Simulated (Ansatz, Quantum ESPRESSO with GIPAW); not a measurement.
# Reading a 13C spectrum of C6H12N3PS

A crystal of composition C6H12N3PS (one database entry, not always the ambient form) has the 13C spectrum and parameters below, calculated by GIPAW (PBEsol; shifts against TMS, scatter of the reference line 0.8 ppm; spans on the shift scale).

Simulated spectrum: 13C MAS at 25 kHz, 18.8 T (201.3 MHz), lines broadened by 0.8 ppm; rigid lattice, with dipolar and J couplings left out. Its lines over 1.5 % of the strongest:

| δ (ppm) | area |
| --- | --- |
| 71.8 | 1.00 |
| 59.4 | 0.99 |

| line | δ_iso (ppm) | relative area | span (ppm) | skew |
| --- | --- | --- | --- | --- |
| A | 71.8 | 1 | 18.9 | -0.47 |
| B | 59.4 | 1 | 46.8 | 0.76 |

Q: What surrounds each C site, and how symmetric is it?

The bonded neighbours set the region: A with N2H2; B with NH2P. The structure behind these values (space group R3m; other structures could give like values):

| line | surroundings | neighbours | bonds (Å) | site symmetry |
| --- | --- | --- | --- | --- |
| A | CN2H2 | 4 | 1.11 to 1.47 | m |
| B | CNH2P | 4 | 1.10 to 1.84 | m |

[Hosts, paths, dates, database ids (printed as entryN), source tags and the programs' standing remarks are cut or masked in the printed files.]
